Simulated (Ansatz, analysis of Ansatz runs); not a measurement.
**CaWO4 (I4_1/a): a line between two W sites for an added electron**

Question: does an added electron stay on the W atom where it is started in CaWO4 (I4_1/a), and if so, how high is the barrier for a hop to another W site nearby? Model: a cell of 96 host atoms.

Method: plane-wave PAW DFT, PBEsol+U; relaxation of all atoms of a supercell at fixed charge in a uniform background; PAW set soft_1, in Ansatz 0.2.0.

This is a report of a sequence of runs, with most program output left out.

### Step 1. Set-up

The cell holds 96 atoms: 16 Ca, 16 W and 64 O. Its edges and angles: a = 10.445 Å, b = 10.445 Å, c = 11.254 Å, α = 90.0°, β = 90.0°, γ = 90.0°. It derives from CaWO4 (space group I4_1/a). Nearest the centre at fractional (0.875, 0.250, 0.375): O64 at 1.42 Å, O60 at 1.42 Å, W5 at 1.92 Å, W56 at 1.92 Å, O13 at 2.50 Å, O57 at 2.50 Å, O66 at 2.52 Å, O70 at 2.52 Å.

Hubbard terms: W d 5.0 eV. They were chosen, not fitted, to curb self-interaction in the shells named, the trial site's among them. The two sites are W56 and W5. The cell's shortest repeat is 10.4 Å.

### Step 2. The cell without the carrier

The neutral cell is relaxed first, from small random displacements, so that bond lengths and moments with the carrier can be set beside those of a relaxed cell without it.

The input, neutral.relax/input.yaml:

```yaml
crystal:
  lattice:
    - [10.44511621, 0.0, 0.0]
    - [0.0, 10.44511621, 0.0]
    - [0.0, 0.0, 11.25437467]
  atoms:
    - { symbol: Ca, position: [0.0, 0.25, 0.75] }
    - { symbol: Ca, position: [0.25, 0.0, 0.25] }
    - { symbol: Ca, position: [0.0, 0.0, 0.5] }
[... 1 atom line left out ...]
    - { symbol: W, position: [0.0, 0.25, 0.25] }
[... 2 atom lines left out ...]
    - { symbol: W, position: [0.25, 0.25, 0.5] }
    - { symbol: O, position: [0.172151, 0.370842, 0.413033] }
[... 2 atom lines left out ...]
    - { symbol: O, position: [0.327849, 0.129158, 0.413033] }
    - { symbol: O, position: [0.077849, 0.129158, 0.336967] }
[... 2 atom lines left out ...]
    - { symbol: O, position: [0.422151, 0.370842, 0.336967] }
    - { symbol: O, position: [0.129158, 0.422151, 0.663033] }
[... 1 atom line left out ...]
    - { symbol: O, position: [0.120842, 0.327849, 0.163033] }
[... 1 atom line left out ...]
    - { symbol: O, position: [0.120842, 0.077849, 0.086967] }
[... 1 atom line left out ...]
    - { symbol: O, position: [0.129158, 0.172151, 0.586967] }
[... 2 atom lines left out ...]
    - { symbol: Ca, position: [0.25, 0.5, 0.25] }
    - { symbol: Ca, position: [0.0, 0.5, 0.5] }
[... 5 atom lines left out ...]
    - { symbol: O, position: [0.172151, 0.870842, 0.413033] }
[... 3 atom lines left out ...]
    - { symbol: O, position: [0.077849, 0.629158, 0.336967] }
[... 12 atom lines left out ...]
    - { symbol: Ca, position: [0.75, 0.0, 0.25] }
    - { symbol: Ca, position: [0.5, 0.0, 0.5] }
    - { symbol: Ca, position: [0.75, 0.25, 0.0] }
    - { symbol: W, position: [0.5, 0.25, 0.25] }
    - { symbol: W, position: [0.75, 0.0, 0.75] }
[... 1 atom line left out ...]
    - { symbol: W, position: [0.75, 0.25, 0.5] }
    - { symbol: O, position: [0.672151, 0.370842, 0.413033] }
[... 2 atom lines left out ...]
    - { symbol: O, position: [0.827849, 0.129158, 0.413033] }
    - { symbol: O, position: [0.577849, 0.129158, 0.336967] }
[... 2 atom lines left out ...]
    - { symbol: O, position: [0.922151, 0.370842, 0.336967] }
    - { symbol: O, position: [0.629158, 0.422151, 0.663033] }
    - { symbol: O, position: [0.879158, 0.172151, 0.163033] }
    - { symbol: O, position: [0.620842, 0.327849, 0.163033] }
    - { symbol: O, position: [0.870842, 0.077849, 0.663033] }
    - { symbol: O, position: [0.620842, 0.077849, 0.086967] }
    - { symbol: O, position: [0.870842, 0.327849, 0.586967] }
    - { symbol: O, position: [0.629158, 0.172151, 0.586967] }
    - { symbol: O, position: [0.879158, 0.422151, 0.086967] }
[... 1 atom line left out ...]
    - { symbol: Ca, position: [0.75, 0.5, 0.25] }
    - { symbol: Ca, position: [0.5, 0.5, 0.5] }
[... 5 atom lines left out ...]
    - { symbol: O, position: [0.672151, 0.870842, 0.413033] }
[... 2 atom lines left out ...]
    - { symbol: O, position: [0.827849, 0.629158, 0.413033] }
    - { symbol: O, position: [0.577849, 0.629158, 0.336967] }
[... 2 atom lines left out ...]
    - { symbol: O, position: [0.922151, 0.870842, 0.336967] }
[... 1 atom line left out ...]
    - { symbol: O, position: [0.879158, 0.672151, 0.163033] }
[... 1 atom line left out ...]
    - { symbol: O, position: [0.870842, 0.577849, 0.663033] }
[... 1 atom line left out ...]
    - { symbol: O, position: [0.870842, 0.827849, 0.586967] }
[... 1 atom line left out ...]
    - { symbol: O, position: [0.879158, 0.922151, 0.086967] }
basis:
  ecutwfc: 420
  xc_grid: 2
hamiltonian:
  xc: pbesol
  hubbard:
    sites: [{ species: W, l: d, u_eff: 5.0 }]
    projectors: ortho-atomic
  pseudopotentials: { kind: paw, azcp: { folder: soft_1 }, xc_functional: pbe }
kpoints:
  mp_grid: { grid: [1, 1, 1] }
scf:
  occupations: { method: fermi_dirac, width: 0.01 }
  max_iter: 120
  lower_state_search: "off"
output:
  forces: true
relax:
  f_tol: 0.02
  max_steps: 70
  random_displacement: { amplitude: 0.04, seed: 4882 }
checkpoint:
  write: "../neutral.relax.run"
  compress: false
  write_wavefunctions: true
  write_every: 100000
```

Launch:

```
> ansatz run input.yaml --threads 32 --pin off --max-ram 84787MiB --backend cuda --events-out ev --progress --plain --runs-dir out --max-vram 78GiB
```

Elapsed: 4.7 s, on 1 × NVIDIA GB200 with 32 threads of Arm Neoverse V2, shared host; peak memory 1.4 GiB; 21 s of CPU time.

The largest displacement from an ideal site is 0.009 Å.

### Step 3. The electron on the first site

The nearest neighbour or neighbours of the site start displaced and the site's starting moment is changed by the carrier's spin, since a carrier doesn't trap itself in the undistorted lattice.

The input, A.relax/input.yaml:

```yaml
crystal:
  lattice:
    - [10.44511621, 0.0, 0.0]
    - [0.0, 10.44511621, 0.0]
    - [0.0, 0.0, 11.25437467]
  atoms:
    - { symbol: Ca, position: [-0.000221, 0.25038, 0.750151] }
    - { symbol: Ca, position: [0.249719, 0.000267, 0.250171] }
    - { symbol: Ca, position: [-0.0002, 0.000313, 0.500179] }
[... 1 atom line left out ...]
    - { symbol: W, position: [-0.000293, 0.250308, 0.250239] }
[... 1 atom line left out ...]
    - { symbol: W, position: [-0.00022, 0.000322, 4.6e-05] }
    - { symbol: W, position: [0.24978, 0.250295, 0.500186] }
    - { symbol: O, position: [0.171213, 0.370879, 0.413056] }
[... 2 atom lines left out ...]
    - { symbol: O, position: [0.328261, 0.129589, 0.413133] }
    - { symbol: O, position: [0.078262, 0.129594, 0.337229] }
[... 2 atom lines left out ...]
    - { symbol: O, position: [0.421215, 0.370884, 0.33732] }
    - { symbol: O, position: [0.129158, 0.421769, 0.663011] }
[... 1 atom line left out ...]
    - { symbol: O, position: [0.12032, 0.328782, 0.163084] }
[... 1 atom line left out ...]
    - { symbol: O, position: [0.120399, 0.078791, 0.087185] }
[... 1 atom line left out ...]
    - { symbol: O, position: [0.129126, 0.171788, 0.587267] }
[... 2 atom lines left out ...]
    - { symbol: Ca, position: [0.249718, 0.500248, 0.250161] }
    - { symbol: Ca, position: [-0.000202, 0.500329, 0.500164] }
[... 5 atom lines left out ...]
    - { symbol: O, position: [0.171244, 0.87092, 0.413096] }
[... 3 atom lines left out ...]
    - { symbol: O, position: [0.078305, 0.629657, 0.337299] }
[... 12 atom lines left out ...]
    - { symbol: Ca, position: [0.749778, 0.000324, 0.250159] }
    - { symbol: Ca, position: [0.499784, 0.000298, 0.50018] }
    - { symbol: Ca, position: [0.749764, 0.250374, 0.000183] }
    - { symbol: W, position: [0.499737, 0.250283, 0.250174] }
[... 2 atom lines left out ...]
    - { symbol: W, position: [0.749782, 0.250356, 0.500211], spin: 1.0 }
    - { symbol: O, position: [0.66692, 0.37777, 0.40832] }
[... 2 atom lines left out ...]
    - { symbol: O, position: [0.832629, 0.122953, 0.408285] }
    - { symbol: O, position: [0.5783, 0.12967, 0.337268] }
[... 2 atom lines left out ...]
    - { symbol: O, position: [0.921228, 0.371008, 0.33732] }
    - { symbol: O, position: [0.629152, 0.421801, 0.663089] }
    - { symbol: O, position: [0.879058, 0.171838, 0.163129] }
    - { symbol: O, position: [0.620343, 0.328877, 0.163076] }
    - { symbol: O, position: [0.870429, 0.078933, 0.663038] }
    - { symbol: O, position: [0.620389, 0.078877, 0.087289] }
    - { symbol: O, position: [0.87719, 0.333248, 0.592109] }
    - { symbol: O, position: [0.622331, 0.167486, 0.592071] }
    - { symbol: O, position: [0.879093, 0.421824, 0.087269] }
[... 1 atom line left out ...]
    - { symbol: Ca, position: [0.749789, 0.50033, 0.250208] }
    - { symbol: Ca, position: [0.4998, 0.500297, 0.500171] }
[... 5 atom lines left out ...]
    - { symbol: O, position: [0.671243, 0.871013, 0.413122] }
[... 2 atom lines left out ...]
    - { symbol: O, position: [0.828329, 0.62979, 0.413064] }
    - { symbol: O, position: [0.578317, 0.629669, 0.337272] }
[... 2 atom lines left out ...]
    - { symbol: O, position: [0.921257, 0.871041, 0.337243] }
[... 1 atom line left out ...]
    - { symbol: O, position: [0.879173, 0.67183, 0.163095] }
[... 1 atom line left out ...]
    - { symbol: O, position: [0.870547, 0.578871, 0.663058] }
[... 1 atom line left out ...]
    - { symbol: O, position: [0.870494, 0.828895, 0.587272] }
[... 1 atom line left out ...]
    - { symbol: O, position: [0.87915, 0.921846, 0.087181] }
total_charge: -1
basis:
  ecutwfc: 420
  xc_grid: 2
hamiltonian:
  xc: pbesol
  hubbard:
    sites: [{ species: W, l: d, u_eff: 5.0 }]
    projectors: ortho-atomic
  pseudopotentials: { kind: paw, azcp: { folder: soft_1 }, xc_functional: pbe }
kpoints:
  mp_grid: { grid: [1, 1, 1] }
magnetization:
  spin_polarized: true
  initial_magnetization: 1
  spin_locking: { lock_magnetization: hard }
scf:
  occupations: { method: fermi_dirac, width: 0.01 }
  max_iter: 120
  lower_state_search: "off"
output:
  forces: true
relax:
  f_tol: 0.015
  max_steps: 70
  escape_saddle: false
checkpoint:
  write: "../A.relax.run"
  compress: false
  write_wavefunctions: true
  write_every: 100000
```

Elapsed: 12 s, on 1 × NVIDIA GB200 with 32 threads; peak memory 1.7 GiB.

Relaxation path:

```tsv
step	energy less that of the first step (eV)	largest force component (eV/Å)
1	0.0000	0.9495
2	-0.2610	0.4578
3	-0.3534	0.1000
4	-0.3609	0.0347
5	-0.3657	0.0266
6	-0.3679	0.0318
7	-0.3718	0.0294
8	-0.3739	0.0427
9	-0.3744	0.0536
10	-0.3752	0.0117
11	-0.3752	0.0116
```

The atoms that moved most (Å):

```tsv
atom	dx	dy	dz	length
O71	0.050	-0.086	-0.067	0.120
O60	0.086	0.049	0.067	0.120
O57	-0.086	-0.050	0.067	0.120
O70	-0.049	0.086	-0.068	0.120
O13	0.082	0.009	0.021	0.085
O89	0.007	-0.081	-0.021	0.084
O92	-0.009	0.081	-0.020	0.084
O16	-0.081	-0.006	0.020	0.084
```

The moves above count from the input, in which the site's nearest neighbours were already displaced; the distances below compare with the cell without the carrier.

Distances from W56 without and with the electron:

```tsv
atom	without (Å)	with (Å)
O57	1.79	1.87
O60	1.79	1.87
O71	1.79	1.87
O70	1.79	1.87
```

The largest changes of the moments are 0.38 μB on W56, 0.02 μB on O57 and 0.02 μB on O60. The largest part sits on the chosen site.

### Step 4. The electron on the second site

The same start is made on the second site, to get the end of the hop.

The input, B.relax/input.yaml:

```yaml
crystal:
  lattice:
    - [10.44511621, 0.0, 0.0]
    - [0.0, 10.44511621, 0.0]
    - [0.0, 0.0, 11.25437467]
  atoms:
    - { symbol: Ca, position: [-0.000221, 0.25038, 0.750151] }
    - { symbol: Ca, position: [0.249719, 0.000267, 0.250171] }
[... 2 atom lines left out ...]
    - { symbol: W, position: [-0.000293, 0.250308, 0.250239], spin: 1.0 }
[... 50 atom lines left out ...]
    - { symbol: W, position: [0.749782, 0.250356, 0.500211] }
    - { symbol: O, position: [0.671229, 0.370973, 0.413118] }
[... 2 atom lines left out ...]
    - { symbol: O, position: [0.82832, 0.129751, 0.413083] }
[... 3 atom lines left out ...]
    - { symbol: O, position: [0.91692, 0.377805, 0.342118] }
[... 5 atom lines left out ...]
    - { symbol: O, position: [0.870393, 0.32894, 0.587311] }
[... 25 atom lines left out ...]
    - { symbol: O, position: [0.87915, 0.921846, 0.087181] }
total_charge: -1
basis:
  ecutwfc: 420
  xc_grid: 2
hamiltonian:
  xc: pbesol
  hubbard:
    sites: [{ species: W, l: d, u_eff: 5.0 }]
    projectors: ortho-atomic
  pseudopotentials: { kind: paw, azcp: { folder: soft_1 }, xc_functional: pbe }
kpoints:
  mp_grid: { grid: [1, 1, 1] }
magnetization:
  spin_polarized: true
  initial_magnetization: 1
  spin_locking: { lock_magnetization: hard }
scf:
  occupations: { method: fermi_dirac, width: 0.01 }
  max_iter: 120
  lower_state_search: "off"
output:
  forces: true
relax:
  f_tol: 0.015
  max_steps: 70
  escape_saddle: false
checkpoint:
  write: "../B.relax.run"
  compress: false
  write_wavefunctions: true
  write_every: 100000
```

The job ended after 13 s (1 × NVIDIA GB200 with 32 threads; peak memory 1.8 GiB).

Distances from W5 without and with the electron:

```tsv
atom	without (Å)	with (Å)
O66	1.79	1.87
O19	1.79	1.87
O13	1.79	1.87
O64	1.79	1.87
```

The largest changes of the moments are 0.38 μB on W5, 0.02 μB on O13 and 0.02 μB on O19. The largest part sits on the chosen site.

### Step 5. Points on the line between the two structures

All atoms move on the straight line between the two relaxed structures, 3.89 amu^1/2 Å long in mass-weighted terms. Each point starts from the state of the point before, once from either end, so that both localised states can be followed; the midpoint is also started with the carrier shared.

The input, A.x0500/input.yaml:

```yaml
crystal:
  lattice:
    - [10.44511621, 0.0, 0.0]
    - [0.0, 10.44511621, 0.0]
    - [0.0, 0.0, 11.25437467]
  atoms:
    - { symbol: Ca, position: [-0.001453, 0.252417, 0.747971] }
    - { symbol: Ca, position: [0.251104, 0.001478, 0.250949] }
[... 2 atom lines left out ...]
    - { symbol: W, position: [-0.001195, 0.249768, 0.253398] }
[... 50 atom lines left out ...]
    - { symbol: W, position: [0.750793, 0.250876, 0.496975], spin: 1.0 }
[... 3 atom lines left out ...]
    - { symbol: O, position: [0.836587, 0.127276, 0.413619] }
[... 3 atom lines left out ...]
    - { symbol: O, position: [0.913017, 0.37339, 0.33672] }
[... 1 atom line left out ...]
    - { symbol: O, position: [0.879411, 0.165285, 0.164232] }
[... 3 atom lines left out ...]
    - { symbol: O, position: [0.870204, 0.335356, 0.586115] }
[... 25 atom lines left out ...]
    - { symbol: O, position: [0.880615, 0.918255, 0.087648] }
total_charge: -1
basis:
  ecutwfc: 420
  xc_grid: 2
hamiltonian:
  xc: pbesol
  hubbard:
    sites: [{ species: W, l: d, u_eff: 5.0 }]
    projectors: ortho-atomic
  pseudopotentials: { kind: paw, azcp: { folder: soft_1 }, xc_functional: pbe }
kpoints:
  mp_grid: { grid: [1, 1, 1] }
magnetization:
  spin_polarized: true
  initial_magnetization: 1
  spin_locking: { lock_magnetization: hard }
scf:
  occupations: { method: fermi_dirac, width: 0.01 }
  max_iter: 120
  lower_state_search: "off"
output:
  forces: true
  eigenvalues: true
  eigenstates: { localisation: true }
  write_density: true
  write_potential: true
  volumetric_format: npy
checkpoint:
  read: "../A.x0375.run"
  write: "../A.x0500.run"
  compress: false
  write_wavefunctions: true
  write_every: 100000
```

Elapsed: 5.9 s, on 1 × NVIDIA GB200 with 32 threads; peak memory 1.4 GiB; 17 s of CPU time.

From eigenstates.tsv, first k-point; energies on the run's zero. The participation number counts the atoms that a state is spread over, of 96; bands count from 0.

```tsv
spin	band	energy (eV)	occupation	participation	largest share on	share
down	378	7.336	1.00	19.7	O13	0.11
down	379	7.353	1.00	27.2	O64	0.08
down	380	7.390	1.00	22.3	O10	0.06
down	381	7.440	1.00	30.9	O71	0.08
down	382	7.474	1.00	33.6	O19	0.06
down	383	7.544	1.00	12.8	O60	0.15
down	384	11.643	0.00	33.3	W30	0.05
down	385	11.809	0.00	25.5	W29	0.10
down	386	11.809	0.00	28.5	W8	0.10
down	387	11.845	0.00	23.3	W54	0.09
down	388	11.849	0.00	25.7	W55	0.07
up	379	7.352	1.00	28.3	O64	0.08
up	380	7.391	1.00	22.6	O10	0.06
up	381	7.445	1.00	30.3	O71	0.08
up	382	7.479	1.00	33.2	O19	0.06
up	383	7.558	1.00	12.4	O60	0.16
up	384	10.918	1.00	7.2	W5	0.24
up	385	11.072	0.00	7.8	W5	0.23
up	386	11.649	0.00	33.1	W6	0.06
up	387	11.801	0.00	27.0	W53	0.11
up	388	11.803	0.00	24.4	W80	0.11
up	389	11.839	0.00	22.6	W54	0.10
```

Under PBEsol+U (5 eV) at the zone centre alone, the highest filled state is spin up, spread over 7 of 96 atoms, and the lowest empty one, 0.15 eV above it, is spin up, spread over 8 of 96 atoms.

The largest moments in the atoms' spheres: W5 0.21, W56 0.21, O70 -0.02, O66 -0.02, O60 -0.01, O64 -0.01 μB.

Free energies from the first end:

```tsv
started from	fraction	energy (eV)	moment change on W56 (μB)	on W5 (μB)
first site	0	0.000	0.38	0.00
first site	0.125	0.022	0.37	0.00
first site	0.25	0.085	0.36	0.01
first site	0.375	0.189	0.35	0.01
first site	0.5	0.316	0.21	0.21
first site	0.625	0.189	0.01	0.35
second site	0.875	0.022	0.00	0.37
second site	0.75	0.085	0.01	0.36
second site	0.625	0.189	0.01	0.35
second site	0.5	0.316	0.21	0.21
second site	0.375	0.189	0.35	0.01
shared	0.5	0.316	0.21	0.21
second site	1	0.000	0.00	0.38
```

### Step 6. What came out

| Property | Result |
| --- | --- |
| barrier forward | 0.32 eV |
| barrier backward | 0.32 eV |
| distance of the two sites without the carrier | 3.84 Å |
| carrier at the midpoint | shared |

In words: On this line the electron must cross 0.32 eV to hop 3.84 Å; both ends have the same energy within 0.005 eV. At the midpoint the lowest state found shares the carrier between both sites, and no finished start kept it on one. That fits an adiabatic hop but does not prove it, since self-interaction left by this U favours sharing too. With an assumed attempt frequency of 1e13 per second the rate at 300 K would be 5e+07 per second for this barrier, if every crossing succeeded. A straight line need not be the lowest path, so the true barrier at this U can be lower, or higher if the ends can still break their symmetry. No run compares the localised electron with one spread in the band, so its binding is unknown and the barrier may exceed it. The program's search for lower electronic states was switched off in all runs, so that each state is followed; none is shown to be the lowest at its structure. No image-charge correction is applied; it nearly cancels along the line while the charge stays localised. Keep in mind: sampling at the zone centre alone can move energies of charged and open-shell states by tenths of an eV or more in cells of this size; gap and trapping depend on the U chosen (W d 5.0 eV); spin–orbit coupling, which can matter with heavy atoms, is left out.

[Logs are printed without paths, hosts, clocks, repeated set-up lines and the standing remarks that a program may print on its own settings, such as how far it seeks lower states.]

[Hosts, paths, dates, database ids (printed as entryN), source tags and the programs' standing remarks are cut or masked in the printed files.]
